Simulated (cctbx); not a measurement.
**RbGa2Ag3As4 with cctbx, script by script**

Library: cctbx 2025.11. The data are simulated by the first script.

## 1. Simulate the data

run.py:

```python
from cctbx import adptbx, crystal, miller, sgtbx, xray
from cctbx.array_family import flex
from iotbx.shelx import hklf
from scitbx import matrix
import scitbx.random

cs = crystal.symmetry(unit_cell=(7.424, 12.115, 9.777, 90, 118.53, 90), space_group_symbol='Hall: -P 2ybc')  # P2_1/c
atoms = [  # label, site, U (iso, or U11 U22 U33 U12 U13 U23 in A^2), occupancy
    ("Ag1", (0.2211, 0.8876, 0.5294), (0.0138, 0.0170, 0.0142, 0.0009, 0.0083, 0.0001), 1),
    ("Ag2", (0.0292, 0.6288, 0.5375), (0.0146, 0.0086, 0.0122, 0.0002, 0.0065, -0.0012), 1),
    ("Ag3", (0.5049, 0.8819, 0.9372), (0.0118, 0.0126, 0.0115, 0.0013, 0.0048, -0.0004), 1),
    ("Rb1", (0.587, 0.6337, 0.9042), (0.0142, 0.0106, 0.0107, 0.0005, 0.0063, -0.0001), 1),
    ("As1", (0.6312, 0.8085, 0.7149), (0.0180, 0.0236, 0.0149, -0.0002, 0.0044, -0.0010), 1),
    ("As2", (0.7251, 0.9612, 0.725), (0.0086, 0.0119, 0.0075, 0.0016, 0.0040, -0.0004), 1),
    ("As3", (0.7923, 0.5545, 0.7409), (0.0108, 0.0104, 0.0092, -0.0007, 0.0050, -0.0000), 1),
    ("As4", (0.1137, 0.7902, 0.7726), (0.0144, 0.0151, 0.0139, 0.0026, 0.0065, 0.0008), 1),
    ("Ga1", (0.002, 0.9421, 0.7406), (0.0127, 0.0181, 0.0119, -0.0050, 0.0059, -0.0021), 1),
    ("Ga2", (0.8591, 0.7097, 0.7464), (0.0088, 0.0113, 0.0254, -0.0006, 0.0007, 0.0043), 1),
]
xs = xray.structure(crystal_symmetry=cs)
for label, site, u, occ in atoms:
    u = adptbx.u_cif_as_u_star(cs.unit_cell(), u) if isinstance(u, tuple) else u
    xs.add_scatterer(xray.scatterer(label, site=site, u=u, occupancy=occ))
xs.set_inelastic_form_factors(1.54184, "sasaki")
xs.show_summary()
p1 = xs.expand_to_p1()
ms = miller.build_set(p1, anomalous_flag=True, d_min=0.83)
flex.set_random_seed(136836)
scitbx.random.set_random_seed(136836)
ms = ms.select(flex.random_double(ms.size()) < 0.95)
i = ms.structure_factors_from_scatterers(p1, algorithm="direct").f_calc().as_intensity_array().data()
i = i / flex.sqrt(1 + 0.3 * i / flex.max(i))  # extinction
i = i * 5000 / flex.max(i)
sig = flex.sqrt(i + flex.pow2(0.03 * i) + 4 ** 2)
noise = scitbx.random.variate(scitbx.random.normal_distribution())(i.size())
data = ms.array(data=i + sig * noise, sigmas=sig).set_observation_type_xray_intensity()
with open("data.hkl", "w") as f:
    data.export_as_shelx_hklf(f)
print("reflections written:", data.size(), " <I/sigma> = %.1f" % flex.mean(data.data() / data.sigmas()))
for h, a, b in list(data.sort("data"))[:12]:
    print("%4d%4d%4d %9.1f %7.1f" % (h + (a, b)))
```

```console
$ python run.py
```

```text
Number of scatterers: 10
At special positions: 0
Unit cell: (7.424, 12.115, 9.777, 90, 118.53, 90)
Space group: P 1 21/c 1 (No. 14)
reflections written: 5365  <I/sigma> = 7.1
  -1   0   4    5252.5   165.9
   1   0  -4    5057.4   165.9
   0  -4   2    3960.9   131.8
   0   4   2    3867.9   131.8
   0  -4  -2    3780.9   131.8
   0   4  -2    3778.8   131.8
   0   0   4    3737.9   124.0
   0   0  -4    3484.5   124.0
   0   8   2    3446.0   115.2
   2  -5  -1    3401.5   109.7
   0  -8  -2    3318.6   115.2
   2   5  -1    3313.7   109.7
```

Run time: 0.45 s on 1 thread of Arm Neoverse N1, on a shared host, peak memory 0.07 GiB.

## 2. Symmetry

run.py:

```python
from cctbx import crystal, sgtbx, statistics
from cctbx.array_family import flex
from iotbx.shelx import hklf

p1 = crystal.symmetry(unit_cell=(7.424, 12.115, 9.777, 90, 118.53, 90), space_group_symbol="P 1")
raw = hklf.reader(file_name="data.hkl").as_miller_arrays(crystal_symmetry=p1, anomalous=True)[0]
print(raw.size(), "reflections to d = %.3f A" % raw.d_min())
isig = raw.data() / raw.sigmas()
print("centring   violations  <I/sigma> of those")
best = "P"
for c in "ABCIRF":
    a = raw.customized_copy(space_group_info=sgtbx.space_group_info("Hall: %s 1" % c)).sys_absent_flags().data()
    m = flex.mean(isig.select(a))
    print("%5s %10d of %5d %8.1f" % (c, (isig.select(a) > 4).count(True), a.count(True), m))
    if (isig.select(a) > 4).count(True) < 0.01 * a.count(True):
        best = c
raw = raw.select(~raw.customized_copy(space_group_info=sgtbx.space_group_info("Hall: %s 1" % best)).sys_absent_flags().data())
isig = raw.data() / raw.sigmas()
rows = []
for s in sgtbx.space_group_symbol_iterator():
    g = sgtbx.space_group(s)
    if g.conventional_centring_type_symbol() != best or not g.is_compatible_unit_cell(p1.unit_cell(), 1e-3, 0.02):
        continue
    rows.append((s, g))
print("Laue class    unique    Rint  (classes that these axes allow; Friedel mates merged)")
rint = {}
for s, g in rows:
    laue = g.build_derived_patterson_group()
    key = laue.type().hall_symbol()
    if key not in rint:
        m = raw.customized_copy(space_group_info=laue.info(), anomalous_flag=False).merge_equivalents()
        rint[key] = m.r_int()
        print("%-14s %6d %7.3f" % (laue.type().lookup_symbol(), m.array().size(), m.r_int()))
floor = min(rint.values())
good = [(s, g) for s, g in rows if rint[g.build_derived_patterson_group().type().hall_symbol()] < 2 * floor + 0.03]
top = max(g.build_derived_patterson_group().order_z() for s, g in good)
print("space group    extra absences  I>4sigma  <I/sigma>")
for s, g in good:
    laue = g.build_derived_patterson_group()
    if laue.order_z() != top:
        continue
    a = raw.customized_copy(space_group_info=g.info()).sys_absent_flags().data()
    a &= ~raw.customized_copy(space_group_info=laue.info()).sys_absent_flags().data()
    bad = (isig.select(a) > 4).count(True)
    if bad <= 0.03 * a.count(True):
        print("%-16s %8d %10d %9s  %s" % (s.universal_hermann_mauguin(), a.count(True), bad, "%.1f" % flex.mean(isig.select(a)) if a.count(True) else "-", "centric" if g.is_centric() else "acentric"))
laue = max(good, key=lambda t: t[1].build_derived_patterson_group().order_z())[1].build_derived_patterson_group()
f = raw.customized_copy(space_group_info=laue.info(), anomalous_flag=False).merge_equivalents().array().eliminate_sys_absent().f_sq_as_f()
f.set_observation_type_xray_amplitude()
bins = max(3, min(8, f.size() // 12))
f.setup_binner(n_bins=bins)
w = statistics.wilson_plot(f, {e: n / laue.order_z() for e, n in {'Ag': 12.0, 'Rb': 4.0, 'As': 16.0, 'Ga': 8.0}.items()}, e_statistics=True)
print("Wilson B = %.2f A^2   <|E^2-1|> = %.3f (0.968 centric, 0.736 acentric)   E^2>4: %.1f %%" % (w.wilson_b, w.mean_e_sq_minus_1, w.percent_e_sq_gt_2))
print("shell (A)         n   <I/sigma>")
m = raw.customized_copy(space_group_info=laue.info(), anomalous_flag=False).merge_equivalents().array().eliminate_sys_absent()
for b in m.setup_binner(n_bins=bins).range_used():
    sel = m.binner().selection(b)
    print("%5.2f - %4.2f %6d %8.1f" % (min(m.binner().bin_d_range(b)[0] if m.binner().bin_d_range(b)[0] > 0 else 99, 99), m.binner().bin_d_range(b)[1], sel.count(True), flex.mean((m.data() / m.sigmas()).select(sel))))
```

```console
$ python run.py
```

```text
5365 reflections to d = 0.830 A
centring   violations  <I/sigma> of those
    A       1613 of  2665      7.0
    B       1664 of  2675      7.2
    C       1639 of  2692      7.0
    I       1545 of  2678      6.6
    R       2159 of  3570      7.1
    F       2458 of  4016      7.1
Laue class    unique    Rint  (classes that these axes allow; Friedel mates merged)
P -1             2813   0.045
P 1 2/m 1        1488   0.053
space group    extra absences  I>4sigma  <I/sigma>
P 1 2 1                 0          0         -  acentric
P 1 21 1               13          0      -0.1  acentric
P 1 m 1                 0          0         -  acentric
P 1 c 1               135          0       0.1  acentric
P 1 2/m 1               0          0         -  centric
P 1 21/m 1             13          0      -0.1  centric
P 1 2/c 1             135          0       0.1  centric
P 1 21/c 1            148          0       0.0  centric
Wilson B = 0.88 A^2   <|E^2-1|> = 1.028 (0.968 centric, 0.736 acentric)   E^2>4: 5.1 %
shell (A)         n   <I/sigma>
12.12 - 1.66    199     14.8
 1.66 - 1.32    192     16.7
 1.32 - 1.15    183     12.8
 1.15 - 1.05    183     11.0
 1.05 - 0.97    191     12.0
 0.97 - 0.91    173     11.5
 0.91 - 0.87    193      9.8
 0.87 - 0.83    174      8.3
```

Time: 0.44 s.

## 3. Patterson map

run.py:

```python
from cctbx import crystal, maptbx
from iotbx.shelx import hklf

cs = crystal.symmetry(unit_cell=(7.424, 12.115, 9.777, 90, 118.53, 90), space_group_symbol='Hall: -P 2ybc')  # P2_1/c
raw = hklf.reader(file_name="data.hkl").as_miller_arrays(crystal_symmetry=cs, anomalous=True)[0]
merged = raw.eliminate_sys_absent().merge_equivalents()
fo2 = merged.array().set_observation_type_xray_intensity()
f = fo2.average_bijvoet_mates().f_sq_as_f()
pm = f.patterson_map(symmetry_flags=maptbx.use_space_group_symmetry, sharpening=True, resolution_factor=0.25)
peaks = pm.peak_search(parameters=maptbx.peak_search_parameters(min_distance_sym_equiv=0.4, max_clusters=14)).all()
top = peaks.heights()[0]
print("Patterson group", f.patterson_symmetry().space_group_info())
print("      u       v       w   height  length (A)")
for x, h in zip(peaks.sites(), peaks.heights()):
    y = [t - round(t) for t in x]
    print("%7.3f %7.3f %7.3f %8.1f %8.2f" % (x + (1000 * h / top, cs.unit_cell().length(y))))
```

```console
$ python run.py
```

```text
Patterson group P 1 2/m 1
      u       v       w   height  length (A)
  0.000   0.000   0.000   1000.0     0.00
  0.262   0.500   0.040    301.0     6.32
  0.468   0.500   0.537    238.0     9.18
  0.216   0.000   0.505    232.8     5.78
  0.000   0.256   0.500    225.5     5.79
  0.479   0.000   0.904    161.9     4.09
  0.293   0.000   0.413    158.1     3.55
  0.210   0.074   0.798    155.8     3.18
  0.218   0.331   0.293    151.1     4.74
  0.294   0.334   0.812    149.8     5.32
  0.372   0.255   0.544    139.5     6.98
  0.137   0.252   0.001    139.4     3.22
  0.391   0.500   0.055    126.5     6.63
  0.395   0.186   0.663    122.9     5.81
```

Time: 0.42 s.

## 4. Charge flipping

run.py:

```python
import itertools
from cctbx import crystal, maptbx
from cctbx.array_family import flex
from iotbx.shelx import hklf
from smtbx.ab_initio import charge_flipping as cf

cs = crystal.symmetry(unit_cell=(7.424, 12.115, 9.777, 90, 118.53, 90), space_group_symbol='Hall: -P 2ybc')  # P2_1/c
raw = hklf.reader(file_name="data.hkl").as_miller_arrays(crystal_symmetry=cs, anomalous=True)[0]
merged = raw.eliminate_sys_absent().merge_equivalents()
fo2 = merged.array().set_observation_type_xray_intensity()
f = fo2.average_bijvoet_mates().f_sq_as_f().resolution_filter(d_min=0.83)
p1 = f.expand_to_p1()
work = p1
flex.set_random_seed(29193)
it = cf.weak_reflection_improved_iterator(delta=None, weak_reflection_fraction=0.2)
it.start(work, phases=flex.random_double(p1.size()) * 6.2832, f_000=0)
it.delta = 1 * it.rho_map.sigma()
print("cycle      R  skewness")
for n, st in enumerate(itertools.islice(it, 100)):
    if n % 8 == 0:
        print("%5d %6.3f %8.2f" % (n, st.r1_factor(), st.rho_map.skewness()))
rho = p1.phase_transfer(it.f_calc).fft_map().apply_volume_scaling()
polish = cf.low_density_elimination_iterator(constant_rho_c=rho.sigma())
polish.start(f_obs=p1, phases=it.f_calc, f_000=0)
for _ in range(8):
    next(polish)
print("origin shift          correlation  skewness")
maps = []
for fc, shift, cc in itertools.islice(cf.f_calc_symmetrisations(f, polish.f_calc, 0), 4):
    m = f.phase_transfer(fc).fft_map(symmetry_flags=maptbx.use_space_group_symmetry, resolution_factor=0.25).apply_sigma_scaling()
    maps.append((m.skewness(), cc, m))
    print("%6.3f %6.3f %6.3f %10.3f %9.2f" % (tuple(shift) + (cc, m.skewness())))
skew, cc, m = max((t for t in maps if t[1] > maps[0][1] - 0.04), key=lambda t: t[0])
print("taken: symmetry correlation %.3f, skewness %.2f" % (cc, skew))
peaks = m.peak_search(parameters=maptbx.peak_search_parameters(min_distance_sym_equiv=0.9, max_clusters=15)).all()
sps = cs.special_position_settings(min_distance_sym_equiv=0.5)
print("peak      x       y       z  mult  height/sigma")
for k, (x, h) in enumerate(zip(peaks.sites(), peaks.heights())):
    ss = sps.site_symmetry(x)
    print("Q%-3d %7.4f %7.4f %7.4f %4d %8.1f" % ((k + 1,) + tuple(t % 1 for t in ss.exact_site()) + (ss.multiplicity(), h)))
```

```console
$ python run.py
```

```text
cycle      R  skewness
    0  0.648     0.35
    8  0.502     1.81
   16  0.452     3.29
   24  0.389     3.96
   32  0.350     4.10
   40  0.295     4.20
   48  0.282     4.07
   56  0.274     4.05
   64  0.278     4.01
   72  0.276     3.99
   80  0.269     3.93
   88  0.272     3.98
   96  0.277     3.99
origin shift          correlation  skewness
 0.033  0.024  0.356      0.803      0.72
 0.191  0.026  0.351      0.811      0.79
 0.275  0.023  0.359      0.796      0.78
 0.120  0.028  0.102      0.807      1.01
taken: symmetry correlation 0.807, skewness 1.01
peak      x       y       z  mult  height/sigma
Q1    0.1481  0.2515  0.0574    4      8.0
Q2    0.1337  0.7043  0.7640    4      5.4
Q3    0.1306  0.1277  0.9586    4      5.4
Q4    0.1709  0.1337  0.5883    4      5.1
Q5    0.4043  0.7234  0.5780    4      5.0
Q6    0.0590  0.5466  0.7205    4      4.9
Q7    0.0028  0.0486  0.2479    4      4.9
Q8    0.2773  0.6198  0.5277    4      4.7
Q9    0.4115  0.7020  0.2902    4      4.6
Q10   0.3775  0.6342  0.9974    4      4.3
Q11   0.9945  0.0147  0.9406    4      4.2
Q12   0.3135  0.1079  0.1074    4      3.9
Q13   0.4354  0.6408  0.6222    4      3.4
Q14   0.1952  0.1117  0.7898    4      3.1
Q15   0.3658  0.7074  0.0955    4      3.0
```

Time: 0.65 s.

## 5. Refinement (model from the peaks)

run.py:

```python
import math
from cctbx import adptbx, crystal, maptbx, sgtbx, xray
from cctbx.array_family import flex
from cctbx.xray import observations
from iotbx.shelx import hklf
from scitbx.lstbx import normal_eqns_solving
from smtbx import absolute_structure, utils
from smtbx.refinement import constraints, least_squares

cs = crystal.symmetry(unit_cell=(7.424, 12.115, 9.777, 90, 118.53, 90), space_group_symbol='Hall: -P 2ybc')  # P2_1/c
atoms = [  # label, site, U (iso, or U11 U22 U33 U12 U13 U23 in A^2), occupancy
    ("Ag1", (0.1481, 0.2515, 0.0574), 0.0200, 1),
    ("Ag2", (0.1337, 0.7043, 0.764), 0.0200, 1),
    ("Ag3", (0.1306, 0.1277, 0.9586), 0.0200, 1),
    ("Rb1", (0.1709, 0.1337, 0.5883), 0.0200, 1),
    ("As1", (0.4043, 0.7234, 0.578), 0.0200, 1),
    ("As2", (0.059, 0.5466, 0.7205), 0.0200, 1),
    ("As3", (0.0028, 0.0486, 0.2479), 0.0200, 1),
    ("As4", (0.2773, 0.6198, 0.5277), 0.0200, 1),
    ("Ga1", (0.4115, 0.702, 0.2902), 0.0200, 1),
    ("Ga2", (0.3775, 0.6342, 0.9974), 0.0200, 1),
]
xs = xray.structure(crystal_symmetry=cs)
for label, site, u, occ in atoms:
    u = adptbx.u_cif_as_u_star(cs.unit_cell(), u) if isinstance(u, tuple) else u
    xs.add_scatterer(xray.scatterer(label, site=site, u=u, occupancy=occ))
xs.set_inelastic_form_factors(1.54184, "sasaki")
raw = hklf.reader(file_name="data.hkl").as_miller_arrays(crystal_symmetry=cs, anomalous=True)[0]
merged = raw.eliminate_sys_absent().merge_equivalents()
fo2 = merged.array().set_observation_type_xray_intensity()
print("Rint %.3f, %d unique reflections to %.2f A" % (merged.r_int(), fo2.size(), fo2.d_min()))
for sc in xs.scatterers():
    sc.flags.set_grad_site(True)
    sc.flags.set_grad_u_aniso(sc.flags.use_u_aniso())
    sc.flags.set_grad_u_iso(sc.flags.use_u_iso())
obs = fo2.as_xray_observations()
extra = {}
rep = constraints.reparametrisation(xs, [], utils.connectivity_table(xs), **extra)
ls = least_squares.crystallographic_ls(obs, rep, weighting_scheme=least_squares.mainstream_shelx_weighting(a=0, b=0))
print("cycle     R1     wR2    GooF  max shift (A)")
for cycle in range(6):
    ls.build_up()
    r1, wr2, goof = ls.r1_factor(cutoff_factor=2)[0], ls.wR2(), ls.goof()
    old = xs.sites_cart()
    normal_eqns_solving.levenberg_marquardt_iterations(ls, n_max_iterations=3, tau=0.0001, step_threshold=1e-7)
    big = flex.max((xs.sites_cart() - old).norms())
    print("%4d %7.4f %7.4f %7.3f %9.5f" % (cycle + 1, r1, wr2, goof, big))
    ls.build_up(objective_only=True)
    if abs(ls.wR2() - wr2) < 5e-5 and big < 5e-4:
        break
ls.build_up()
print("final R1 %.4f wR2 %.4f GooF %.3f  parameters %d  data/parameter %.1f" % (ls.r1_factor(cutoff_factor=2)[0], ls.wR2(), ls.goof(), ls.n_parameters, fo2.size() / ls.n_parameters))
cov = ls.covariance_matrix_and_annotations()
su = dict(zip(cov.annotations, (math.sqrt(max(v, 0)) for v in cov.matrix.matrix_packed_u_diagonal())))
a2 = cs.unit_cell().reciprocal_parameters()[0] ** -2
print("atom        x        y        z      Ueq    occ   su(xyz)  su(Uiso or U11)")
for sc in xs.scatterers():
    s = max(su.get(sc.label + k, 0) for k in (".x", ".y", ".z"))
    npd = "" if sc.is_positive_definite_u(cs.unit_cell()) else "  NPD"
    print("%-5s %8.5f %8.5f %8.5f %8.4f %6.3f %8.5f %7.4f%s" % ((sc.label,) + sc.site + (sc.u_iso_or_equiv(cs.unit_cell()), sc.occupancy, s, su.get(sc.label + ".uiso", su.get(sc.label + ".u11", 0) * a2), npd)))
fo = fo2.f_sq_as_f()
fc = fo.structure_factors_from_scatterers(xs, algorithm="direct").f_calc()
diff = fo.f_obs_minus_f_calc(1 / math.sqrt(ls.scale_factor()), fc).average_bijvoet_mates()
m = diff.fft_map(symmetry_flags=maptbx.use_space_group_symmetry, resolution_factor=0.25).apply_volume_scaling()
print("difference map: max %.2f min %.2f rms %.2f" % (m.statistics().max(), m.statistics().min(), m.statistics().sigma()))
peaks = m.peak_search(parameters=maptbx.peak_search_parameters(min_distance_sym_equiv=0.6, max_clusters=5)).all()
near = xs.closest_distances(peaks.sites(), distance_cutoff=4)
sps = cs.special_position_settings(min_distance_sym_equiv=0.5)
for k, (x, h) in enumerate(zip(peaks.sites(), peaks.heights())):
    ss = sps.site_symmetry(x)
    print("Q%-3d %7.4f %7.4f %7.4f %4d %7.2f  %.2f A from %s" % ((k + 1,) + tuple(t % 1 for t in ss.exact_site()) + (ss.multiplicity(), h, near.smallest_distances[k], xs.scatterers()[near.i_seqs[k]].label)))
```

```console
$ python run.py
```

```text
Rint 0.053, 1409 unique reflections to 0.83 A
cycle     R1     wR2    GooF  max shift (A)
   1  0.7685  0.9605  16.742   0.48081
   2  0.6731  0.9206  16.047   0.12593
   3  0.6671  0.9172  15.987   0.12906
   4  0.6625  0.9143  15.936   0.29388
   5  0.6553  0.9105  15.870   0.37609
   6  0.6490  0.9076  15.821   0.24844
final R1 0.6446 wR2 0.9053 GooF 15.779  parameters 40  data/parameter 35.2
atom        x        y        z      Ueq    occ   su(xyz)  su(Uiso or U11)
Ag1    0.13426  0.18384  0.14021   0.0987  1.000  0.01618  0.0295
Ag2    0.11231  0.70658  0.75025   0.0001  1.000  0.00411  0.0064
Ag3    0.15095  0.13337  0.95576   0.0002  1.000  0.00466  0.0064
Rb1    0.15430  0.12134  0.58092   0.0001  1.000  0.00587  0.0079
As1    0.44992  0.68717  0.64332   0.0380  1.000  0.01187  0.0183
As2    0.03076  0.55749  0.72398   0.0001  1.000  0.00651  0.0095
As3    0.05048  0.05164  0.28414   0.0001  1.000  0.00678  0.0091
As4    0.24462  0.62532  0.52787   0.0001  1.000  0.00641  0.0095
Ga1    0.31655  0.70017  0.26430   0.0001  1.000  0.00721  0.0099
Ga2    0.40622  0.61441  1.02633   0.0001  1.000  0.00742  0.0104
difference map: max 143.74 min -86.08 rms 19.75
Q1    0.1109  0.7050  0.7501    4  146.26  0.02 A from Ag2
Q2    0.2490  0.6194  0.5310    4  141.39  0.08 A from As4
Q3    0.1529  0.1265  0.5830    4  138.17  0.07 A from Rb1
Q4    0.4224  0.6170  0.0228    4  125.57  0.14 A from Ga2
Q5    0.0241  0.5540  0.7286    4  121.55  0.09 A from As2
```

Time: 0.78 s.

Figures of merit this high mean that the model is still wrong or incomplete.

[Logs are printed without paths, hosts, clocks, repeated set-up lines and the standing remarks that a program may print on its own settings, such as how far it seeks lower states.]
